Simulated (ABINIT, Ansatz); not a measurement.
# MoS2 (P-6m2): phonons by linear response, part 2 of 4

Wanted: phonon bands, density of states and zone-centre response of MoS2 (P-6m2).

ABINIT 10.8.3; DFT LDA, scalar-relativistic, plane waves, PseudoDojo norm-conserving pseudopotentials.

So far. Step 4 (Relaxing the cell and atoms): The volume changes by +0.0 % in this run and stands -3.1 % from the first cell.

### 7. Zone-centre response

The derivative of the wavefunctions by k comes first, since the response to a field is built on it; then the field and the displacements that symmetry doesn't supply are solved at q = 0.

It reads the wavefunctions written in step 5.

Contents of dfpt_gamma.abi:

```
ndtset 2

# common to the responses
getwfk_filepath "gso_WFK"
kptopt 2
nqpt 1
qpt 0.0 0.0 0.0
asr 0
chneut 0

# d/dk
rfelfd1 2
rfdir1 1 1 1
iscf1 -3
tolwfr1 1.0d-20

# displacements, field
rfphon2 1
rfatpol2 1 3
rfdir2 1 1 1
rfelfd2 3
getddk2 1
tolvrs2 1.0d-10
prtwf2 0

# basis, mesh and filling
ecut 36.0
ngkpt 9 9 1
nshiftk 1
shiftk 0.0 0.0 0.0
istwfk *1
occopt 1
nband 13
nstep 100
diemac 9.0
prtebands 0
prtgsr 0
useylm 1

# cell and atoms
acell 5.897171726 5.897171726 30.42459061
rprim 
    1.0 0.0 0.0
    -0.5 0.8660254038 0.0
    0.0 0.0 1.0
ntypat 2
znucl 42 16
natom 3
typat 1 2 2
xred 
    1/3 2/3 0.5
    2/3 1/3 0.5964652847
    2/3 1/3 0.4035347153
pp_dirpath "./pseudo"
pseudos "Mo.upf, S.upf"
```

The run is started by

```console
$ OMP_NUM_THREADS=1 mpirun -n 8 abinit dfpt_gamma.abi > dfpt_gamma.log
```

Numbers of over 12 decimals in the logs are rounded to 6 here.

dfpt_gamma.abo, the main output file:

```text
[banners, grids, parts of the stress and lines that vanish by symmetry left out]
- input  file    -> dfpt_gamma.abi
- output file    -> dfpt_gamma.abo
- root for input  files -> dfpt_gammai
[...]
DATASET    1 : space group P-6 m 2 (#187); Bravais hP (primitive hexag.)
[...]
nfft =      184320          nkpt =          41
[...]
DATASET    2 : space group P-6 m 2 (#187); Bravais hP (primitive hexag.)
[...]
nfft =      184320          nkpt =          41
[...]
== DATASET  1 ==================================================================
[...]
cutoff_energies: {ecut:  36.0, pawecutdg:  -1.0, }
[...]
- 16.00000   6.00000  180309                  znucl, zion, pspdat
[...]
Perturbation : derivative vs k along direction   1
[...]
-ETOT  1  -36.421782715016     -3.642E+01 7.690E-01 0.000E+00
 ETOT  2  -37.530153954953     -1.108E+00 2.136E-01 0.000E+00
 ETOT  3  -37.645854432428     -1.157E-01 5.083E-02 0.000E+00
 ETOT  4  -37.664104870212     -1.825E-02 1.375E-02 0.000E+00
 ETOT  5  -37.667698161395     -3.593E-03 5.081E-03 0.000E+00
[...]
At SCF step   43   max residual=  9.97E-21 < tolwfr=  1.00E-20 =>converged.
[...]
Perturbation : derivative vs k along direction   2
[...]
-ETOT  1  -36.423139447532     -3.642E+01 7.690E-01 0.000E+00
[...]
At SCF step   43   max residual=  9.97E-21 < tolwfr=  1.00E-20 =>converged.
[...]
Perturbation : derivative vs k along direction   3
[...]
-ETOT  1  -1.046372     -1.046E+00 7.227E-03 0.000E+00
[...]
At SCF step   20   max residual=  9.84E-21 < tolwfr=  1.00E-20 =>converged.
[...]
1        1       2.3781716341    0.0000000000
     1        2      -0.8238228199   -0.0000000000
     1        3       0.0000000000    0.0000000000
     2        1      -0.8238228199   -0.0000000000
     2        2       1.4269029804    0.0000000000
     2        3       0.0000000000    0.0000000000
     3        1       0.0000000000    0.0000000000
     3        2       0.0000000000    0.0000000000
     3        3       1.1394893201   -0.0000000000
[...]
== DATASET  2 ==================================================================
[...]
cutoff_energies: {ecut:  36.0, pawecutdg:  -1.0, }
[...]
Perturbation : displacement of atom   1   along direction   1
[...]
-ETOT  1   11.702398936358     -2.496E+03 1.316E+01 1.684E+05
[...]
At SCF step   19       vres2   =  2.04E-11 < tolvrs=  1.00E-10 =>converged.
[...]
Perturbation : displacement of atom   1   along direction   3
[...]
-ETOT  1   400.86214786843     -7.813E+04 2.968E+02 9.010E+06
[...]
At SCF step   23       vres2   =  3.56E-12 < tolvrs=  1.00E-10 =>converged.
[...]
Perturbation : displacement of atom   2   along direction   1
[...]
-ETOT  1   4.312992     -2.250E+02 4.443E-01 2.284E+04
[...]
At SCF step   14       vres2   =  4.14E-11 < tolvrs=  1.00E-10 =>converged.
[...]
Perturbation : displacement of atom   2   along direction   3
[...]
-ETOT  1   198.72311296640     -8.370E+03 1.788E+01 1.629E+06
[...]
At SCF step   27       vres2   =  5.57E-11 < tolvrs=  1.00E-10 =>converged.
[...]
Perturbation : homogeneous electric field along direction   1
[...]
-ETOT  1  -533.23607325354     -5.332E+02 1.452E+02 4.466E+04
[...]
At SCF step   23       vres2   =  1.91E-11 < tolvrs=  1.00E-10 =>converged.
[...]
Perturbation : homogeneous electric field along direction   3
[...]
-ETOT  1   49.954038033224      4.995E+01 9.650E-02 2.352E+06
[...]
ETOT 20  -1.449914     -1.399E-14 1.257E-16 7.767E-10
 ETOT 21  -1.449914     -3.952E-14 5.422E-17 4.755E-11
 At SCF step   21       vres2   =  4.75E-11 < tolvrs=  1.00E-10 =>converged.
[...]
Dielectric tensor, in cartesian coordinates,
[...]
1    5   1    5         6.2561425646        -0.0000000000
   1    5   2    5        -0.0000000000        -0.0000000000
   1    5   3    5        -0.0000000000        -0.0000000000
   2    5   1    5        -0.0000000000        -0.0000000000
   2    5   2    5         6.2561425648        -0.0000000000
   2    5   3    5        -0.0000000000        -0.0000000000
   3    5   1    5        -0.0000000000        -0.0000000000
   3    5   2    5        -0.0000000000        -0.0000000000
   3    5   3    5         1.4662284956        -0.0000000000
  Effective charges, in cartesian coordinates,
[...]
1    1   1    5        -1.1797316663         0.0000000000
   2    1   1    5        -0.0000000000         0.0000000000
   3    1   1    5         0.0000000000         0.0000000000
   1    2   1    5         0.5880607491         0.0000000000
   2    2   1    5         0.0000000000         0.0000000000
[...]
Effective charges, in cartesian coordinates,
[...]
2    5   1    3         0.0000000000         0.0000000000
   3    5   1    3         0.0000000000         0.0000000000
   1    5   2    3         0.0000000000         0.0000000000
   2    5   2    3         0.5880611730         0.0000000000
   3    5   2    3         0.0000000000         0.0000000000
   1    5   3    3         0.0000000000         0.0000000000
   2    5   3    3         0.0000000000         0.0000000000
   3    5   3    3         0.0623487519         0.0000000000
  Phonon wavevector (reduced coordinates) :  0.00000  0.00000  0.00000
 Phonon energies in Hartree :
[...]
Phonon frequencies in cm-1    :
- -9.239204E-02  1.799200E-01  1.799211E-01  2.900374E+02  2.900374E+02
-  3.926806E+02  3.926806E+02  4.116993E+02  4.779696E+02
  Phonon at Gamma, with non-analyticity in the
[...]
Phonon energies in Hartree :
[...]
Phonon frequencies in cm-1    :
- -9.239204E-02  1.799200E-01  1.924192E-01  2.900374E+02  2.900374E+02
-  3.926806E+02  3.953324E+02  4.116993E+02  4.779696E+02
  Phonon at Gamma, with non-analyticity in the
[...]
Phonon energies in Hartree :
[...]
Phonon frequencies in cm-1    :
- -9.239204E-02  1.799211E-01  1.924182E-01  2.900374E+02  2.900374E+02
-  3.926806E+02  3.953324E+02  4.116993E+02  4.779696E+02
  Phonon at Gamma, with non-analyticity in the
[...]
Phonon energies in Hartree :
[...]
Phonon frequencies in cm-1    :
- -9.237349E-02  1.799200E-01  1.799211E-01  2.900374E+02  2.900374E+02
-  3.926806E+02  3.926806E+02  4.116993E+02  4.780742E+02
[...]
fcart2     0.0000000000E+00  0.0000000000E+00  0.0000000000E+00
           strten2     0.0000000000E+00  0.0000000000E+00  0.0000000000E+00
================================================================================
```

Elapsed: 5.6 min, on 8 MPI ranks of Arm Neoverse V1, shared host; 45 min of CPU time.

Numbers from this step:

```
miss of the charge sum rule                                       : 0.003610 e
largest acoustic frequency at the zone centre before the sum rule : 0.18 cm⁻¹
highest optical zone-centre mode (no LO-TO term)                  : 478.0 cm⁻¹
lowest optical zone-centre mode                                   : 290.0 cm⁻¹
```

Born charge (rows field, columns displacement), before the sum rule (e), principal values of the symmetric part by kind of site:

| atom | atoms with these values | low | middle | high | mean |
| --- | --- | --- | --- | --- | --- |
| Mo1 | 1 | -1.18 | -1.18 | -0.12 | -0.83 |
| S2 | 2 | 0.06 | 0.59 | 0.59 | 0.41 |

In full for Mo1:

```
-1.18  0.00  0.00
 0.00 -1.18  0.00
 0.00  0.00 -0.12
```

High-frequency dielectric tensor:

```
6.26 0.00 0.00
0.00 6.26 0.00
0.00 0.00 1.47
```

The cell holds one sheet and vacuum: ε∞ is an average over the 16.1 Å of the cell, and it and the Born charges along c change with that height.

The acoustic modes at Γ come out as far as 0.2 cm⁻¹ from zero, where they should vanish, a small numerical error; the Born charges miss their sum rule by 0.0036 e, which is good.

### 8. Zone-centre analysis

anaddb reads the merged derivatives and imposes the acoustic sum rule.

Contents of anaddb.abi:

```
ddb_filepath "gamma_DDB"
output_file "anaddb.abo"
outdata_prefix "anaddb"
asr 1
chneut 1
enunit 2
eivec 1
nph1l 1
qph1l 0.0 0.0 0.0 1.0
dieflag 1
```

Contents of mrgddb.in:

```
gamma_DDB
merged
2
dfpt_gammao_DS2_DDB
gso_DDB
```

The run is started by

```console
$ mrgddb < mrgddb.in > mrgddb.log
$ OMP_NUM_THREADS=1 anaddb anaddb.abi > anaddb.log
```

anaddb.abo, the main output file:

```text
-outvars_anaddb: echo values of input variables ----------------------

 Flags :
     dieflag         1
 Miscellaneous information :
      enunit         2
       eivec         1
         asr         1
 Frequency information :
       nfreq         1
       frmin         0.00000000E+00
       frmax         1.00000000E+01
 First list of wavevector (reduced coord.) :
       nph1l         1
       qph1l
                     0.00000000E+00  0.00000000E+00  0.00000000E+00    1.000E+00

================================================================================

 read the DDB information and perform some checks

  ==== Info on the Cryst% object ====
 Real(R)+Recip(G) space primitive vectors, cartesian coordinates (Bohr,Bohr^-1):
 R(1)=  5.8971717  0.0000000  0.0000000  G(1)=  0.1695728  0.0979029  0.0000000
 R(2)= -2.9485859  5.1071005  0.0000000  G(2)=  0.0000000  0.1958058  0.0000000
 R(3)=  0.0000000  0.0000000 30.4245906  G(3)=  0.0000000  0.0000000  0.0328681
 Unit cell volume ucvol=  9.1631105E+02 bohr^3
 Angles (23,13,12)=  9.00000000E+01  9.00000000E+01  1.20000000E+02 degrees
 Time-reversal symmetry is present
 Reduced atomic positions [iatom, xred, symbol]:
    1)    0.3333333  0.6666667  0.5000000  Mo
    2)    0.6666667  0.3333333  0.5964653   S
    3)    0.6666667  0.3333333  0.4035347   S

 DDB file with 3 blocks has been read.

================================================================================

 Dielectric Tensor and Effective Charges

 anaddb : Zero the imaginary part of the Dynamical Matrix at Gamma,
   and impose the ASR on the effective charges

 The violation of the charge neutrality conditions
 by the effective charges is as follows :
    atom        electric field
 displacement     direction
       1               1       -0.003610        0.000000
       1               2        0.000000        0.000000
       1               3        0.000000        0.000000
       2               1       -0.000000        0.000000
       2               2       -0.003610        0.000000
       2               3        0.000000        0.000000
       3               1        0.000000        0.000000
       3               2        0.000000        0.000000
       3               3        0.000047        0.000000

 Effective charge tensors after
 imposition of the charge neutrality (if requested by user),
 and eventual restriction to some part :
   atom    displacement
         1         1   -1.178528E+00    0.000000E+00    0.000000E+00
         1         2   -8.973576E-17   -1.178528E+00    0.000000E+00
         1         3    0.000000E+00    0.000000E+00   -1.246662E-01
         2         1    5.892641E-01    0.000000E+00    0.000000E+00
         2         2    4.486788E-17    5.892641E-01    0.000000E+00
         2         3    0.000000E+00    0.000000E+00    6.233310E-02
         3         1    5.892641E-01    0.000000E+00    0.000000E+00
         3         2    4.486788E-17    5.892641E-01    0.000000E+00
         3         3    0.000000E+00    0.000000E+00    6.233310E-02
 Now, the imaginary part of the dynamical matrix is zeroed

================================================================================

 Treat the first list of vectors

  Phonon wavevector (reduced coordinates) :  0.00000  0.00000  0.00000
 Phonon energies in Hartree :
   0.000000E+00  0.000000E+00  0.000000E+00  1.321507E-03  1.321507E-03
   1.789184E-03  1.789184E-03  1.875840E-03  2.177790E-03
 Phonon energies in meV     :
-  0.000000E+00  0.000000E+00  0.000000E+00  3.596005E+01  3.596005E+01
-  4.868618E+01  4.868618E+01  5.104421E+01  5.926068E+01
 Phonon frequencies in cm-1    :
-  0.000000E+00  0.000000E+00  0.000000E+00  2.900374E+02  2.900374E+02
-  3.926805E+02  3.926805E+02  4.116993E+02  4.779696E+02
 Phonon frequencies in Thz     :
-  0.000000E+00  0.000000E+00  0.000000E+00  8.695101E+00  8.695101E+00
-  1.177227E+01  1.177227E+01  1.234243E+01  1.432917E+01
 Phonon energies in Kelvin  :
-  0.000000E+00  0.000000E+00  0.000000E+00  4.172990E+02  4.172990E+02
-  5.649797E+02  5.649797E+02  5.923434E+02  6.876916E+02

 Eigendisplacements
 (will be given, for each mode : in cartesian coordinates
   for each atom the real part of the displacement vector,
   then the imaginary part of the displacement vector - absolute values smaller than 1.0d-7 are set to zero)
  Mode number    1   Energy    0.000000E+00
 Attention : low frequency mode.
   (Could be unstable or acoustic mode)
-  1  0.00000000E+00  0.00000000E+00  1.85123803E-03
-     0.00000000E+00  0.00000000E+00  0.00000000E+00
-  2  0.00000000E+00  0.00000000E+00  1.85123803E-03
-     0.00000000E+00  0.00000000E+00  0.00000000E+00
-  3  0.00000000E+00  0.00000000E+00  1.85123803E-03
-     0.00000000E+00  0.00000000E+00  0.00000000E+00
  Mode number    2   Energy    0.000000E+00
 Attention : low frequency mode.
   (Could be unstable or acoustic mode)
-  1  0.00000000E+00 -1.85123804E-03  0.00000000E+00
-     0.00000000E+00  0.00000000E+00  0.00000000E+00
-  2  0.00000000E+00 -1.85123801E-03  0.00000000E+00
-     0.00000000E+00  0.00000000E+00  0.00000000E+00
-  3  0.00000000E+00 -1.85123801E-03  0.00000000E+00
-     0.00000000E+00  0.00000000E+00  0.00000000E+00
  Mode number    3   Energy    0.000000E+00
 Attention : low frequency mode.
   (Could be unstable or acoustic mode)
-  1  1.85123804E-03  0.00000000E+00  0.00000000E+00
-     0.00000000E+00  0.00000000E+00  0.00000000E+00
-  2  1.85123801E-03  0.00000000E+00  0.00000000E+00
-     0.00000000E+00  0.00000000E+00  0.00000000E+00
-  3  1.85123801E-03  0.00000000E+00  0.00000000E+00
-     0.00000000E+00  0.00000000E+00  0.00000000E+00
  Mode number    4   Energy    1.321507E-03
-  1  0.00000000E+00  0.00000000E+00  0.00000000E+00
-     0.00000000E+00  0.00000000E+00  0.00000000E+00
-  2  0.00000000E+00 -2.92470830E-03  0.00000000E+00
-     0.00000000E+00  0.00000000E+00  0.00000000E+00
-  3  0.00000000E+00  2.92470830E-03  0.00000000E+00
-     0.00000000E+00  0.00000000E+00  0.00000000E+00
  Mode number    5   Energy    1.321507E-03
-  1  0.00000000E+00  0.00000000E+00  0.00000000E+00
-     0.00000000E+00  0.00000000E+00  0.00000000E+00
-  2  2.92470830E-03  0.00000000E+00  0.00000000E+00
-     0.00000000E+00  0.00000000E+00  0.00000000E+00
-  3 -2.92470830E-03  0.00000000E+00  0.00000000E+00
-     0.00000000E+00  0.00000000E+00  0.00000000E+00
  Mode number    6   Energy    1.789184E-03
-  1  0.00000000E+00  1.51356053E-03  0.00000000E+00
-     0.00000000E+00  0.00000000E+00  0.00000000E+00
-  2  0.00000000E+00 -2.26425185E-03  0.00000000E+00
-     0.00000000E+00  0.00000000E+00  0.00000000E+00
-  3  0.00000000E+00 -2.26425185E-03  0.00000000E+00
-     0.00000000E+00  0.00000000E+00  0.00000000E+00
  Mode number    7   Energy    1.789184E-03
-  1  1.51356053E-03  0.00000000E+00  0.00000000E+00
-     0.00000000E+00  0.00000000E+00  0.00000000E+00
-  2 -2.26425185E-03  0.00000000E+00  0.00000000E+00
-     0.00000000E+00  0.00000000E+00  0.00000000E+00
-  3 -2.26425185E-03  0.00000000E+00  0.00000000E+00
-     0.00000000E+00  0.00000000E+00  0.00000000E+00
  Mode number    8   Energy    1.875840E-03
;  1  0.00000000E+00  0.00000000E+00  0.00000000E+00
;     0.00000000E+00  0.00000000E+00  0.00000000E+00
;  2  0.00000000E+00  0.00000000E+00  2.92470830E-03
;     0.00000000E+00  0.00000000E+00  0.00000000E+00
;  3  0.00000000E+00  0.00000000E+00 -2.92470830E-03
;     0.00000000E+00  0.00000000E+00  0.00000000E+00
  Mode number    9   Energy    2.177790E-03
;  1  0.00000000E+00  0.00000000E+00  1.51356055E-03
;     0.00000000E+00  0.00000000E+00  0.00000000E+00
;  2  0.00000000E+00  0.00000000E+00 -2.26425183E-03
;     0.00000000E+00  0.00000000E+00  0.00000000E+00
;  3  0.00000000E+00  0.00000000E+00 -2.26425183E-03
;     0.00000000E+00  0.00000000E+00  0.00000000E+00

 Analysis of degeneracies and characters (maximum tolerance=1.00E-06 a.u.)
 For each vibration mode, or group of modes if degenerate,
 the characters are given for each symmetry operation (see the list in the log file).
 Symmetry characters of vibration mode #   1
       degenerate with vibration modes #   2 to    3
  3.0 -1.0 -2.0  1.0  0.0 -1.0  1.0  1.0  0.0 -1.0 -2.0  1.0
 Symmetry characters of vibration mode #   4
        degenerate with vibration mode #   5
  2.0  0.0  1.0  0.0 -1.0  0.0 -2.0 -0.0 -1.0 -0.0  1.0 -0.0
 Symmetry characters of vibration mode #   6
        degenerate with vibration mode #   7
  2.0  0.0 -1.0  0.0 -1.0 -0.0  2.0  0.0 -1.0  0.0 -1.0 -0.0
 Symmetry characters of vibration mode #   8
  1.0  1.0  1.0  1.0  1.0  1.0  1.0  1.0  1.0  1.0  1.0  1.0
 Symmetry characters of vibration mode #   9
  1.0 -1.0 -1.0  1.0  1.0 -1.0 -1.0  1.0  1.0 -1.0 -1.0  1.0

================================================================================

 Mode effective charges
 Mode number.    x            y            z            length
-     1         -0.000000     0.000000     0.000000     0.000000
-     2         -0.000000     0.000000    -0.000000     0.000000
-     3         -0.000000    -0.000000    -0.000000     0.000000
-     4          0.000000    -0.000000     0.000000     0.000000
-     5          0.000000    -0.000000    -0.000000     0.000000
-     6         -0.000011    -1.257051    -0.000000     1.257051
-     7         -1.257051     0.000011    -0.000000     1.257051
;     8         -0.000000    -0.000000     0.000000     0.000000
;     9          0.000000     0.000000    -0.132972     0.132972

 Oscillator strengths (in a.u. ; 1 a.u.=253.2638413 m3/s2). Set to zero if abs()<tol14.
 Mode number.       xx          yy          zz          xy          xz          yz          trace
-   1     Real    0.0000E+00  0.0000E+00  0.0000E+00  0.0000E+00  0.0000E+00  0.0000E+00  0.0000E+00
-         Imag    0.0000E+00  0.0000E+00  0.0000E+00  0.0000E+00  0.0000E+00  0.0000E+00
-   2     Real    0.0000E+00  0.0000E+00  0.0000E+00  0.0000E+00  0.0000E+00  0.0000E+00  0.0000E+00
-         Imag    0.0000E+00  0.0000E+00  0.0000E+00  0.0000E+00  0.0000E+00  0.0000E+00
-   3     Real    0.0000E+00  0.0000E+00  0.0000E+00  0.0000E+00  0.0000E+00  0.0000E+00  0.0000E+00
-         Imag    0.0000E+00  0.0000E+00  0.0000E+00  0.0000E+00  0.0000E+00  0.0000E+00
-   4     Real    0.0000E+00  0.0000E+00  0.0000E+00  0.0000E+00  0.0000E+00  0.0000E+00  0.0000E+00
-         Imag    0.0000E+00  0.0000E+00  0.0000E+00  0.0000E+00  0.0000E+00  0.0000E+00
-   5     Real    0.0000E+00  0.0000E+00  0.0000E+00  0.0000E+00  0.0000E+00  0.0000E+00  0.0000E+00
-         Imag    0.0000E+00  0.0000E+00  0.0000E+00  0.0000E+00  0.0000E+00  0.0000E+00
-   6     Real    0.0000E+00  1.9823E-05  0.0000E+00  1.7314E-10  0.0000E+00  0.0000E+00  1.9823E-05
-         Imag    0.0000E+00  0.0000E+00  0.0000E+00  0.0000E+00  0.0000E+00  0.0000E+00
-   7     Real    1.9823E-05  0.0000E+00  0.0000E+00 -1.7314E-10  0.0000E+00  0.0000E+00  1.9823E-05
-         Imag    0.0000E+00  0.0000E+00  0.0000E+00  0.0000E+00  0.0000E+00  0.0000E+00
;   8     Real    0.0000E+00  0.0000E+00  0.0000E+00  0.0000E+00  0.0000E+00  0.0000E+00  0.0000E+00
;         Imag    0.0000E+00  0.0000E+00  0.0000E+00  0.0000E+00  0.0000E+00  0.0000E+00
;   9     Real    0.0000E+00  0.0000E+00  2.2181E-07  0.0000E+00  0.0000E+00  0.0000E+00  2.2181E-07
;         Imag    0.0000E+00  0.0000E+00  0.0000E+00  0.0000E+00  0.0000E+00  0.0000E+00

 Electronic dielectric tensor
      6.25614256     -0.00000000     -0.00000000
     -0.00000000      6.25614256     -0.00000000
     -0.00000000     -0.00000000      1.46622850

 Relaxed ion dielectric tensor
      6.34106406      0.00000000      0.00000000
      0.00000000      6.34106406      0.00000000
      0.00000000      0.00000000      1.46686987

 Frequency dependent dielectric constant:

 Full dielectric tensor at frequency  0.0000E+00 Hartree
      6.34106406      0.00000000      0.00000000
      0.00000000      6.34106406      0.00000000
      0.00000000      0.00000000      1.46686987

-
```

Elapsed: 0.51 s, on 1 thread.

Numbers from this step:

```
miss of the charge sum rule : 0.00361 e
```

No LO-TO term; unit eigenvectors of the mass-weighted matrix, from anaddb's displacements. Modes at Γ, with each element's share of the kinetic energy:

| mode | frequency (cm⁻¹) | Mo % | S % |
| --- | --- | --- | --- |
| 1 | 0.0 | 60 | 40 |
| 2 | 0.0 | 60 | 40 |
| 3 | 0.0 | 60 | 40 |
| 4 | 290.0 | 0 | 100 |
| 5 | 290.0 | 0 | 100 |
| 6 | 392.7 | 40 | 60 |
| 7 | 392.7 | 40 | 60 |
| 8 | 411.7 | 0 | 100 |
| 9 | 478.0 | 40 | 60 |

Displacements in mode 4 (290.0 cm⁻¹), the largest set to 1:
```
Mo1  0.00  0.00  0.00
S2   0.00 -1.00  0.00
S3   0.00  1.00  0.00
```

Displacements in mode 9 (478.0 cm⁻¹), the largest set to 1:
```
Mo1  0.00  0.00  0.67
S2   0.00  0.00 -1.00
S3   0.00  0.00 -1.00
```

The cell holds one sheet and vacuum: ε∞ is an average over the 16.1 Å of the cell, and it and the Born charges along c change with that height.

The rule moves no optical mode by more than 0.1 cm⁻¹.

(Part 2 of 4 ends here.)

[Host names and launcher messages were left out of these logs when they were recorded.]

[Logs are printed without paths, hosts, clocks, repeated set-up lines and the standing remarks that a program may print on its own settings, such as how far it seeks lower states.]

[Hosts, paths, dates, database ids (printed as entryN), source tags and the programs' standing remarks are cut or masked in the printed files.]
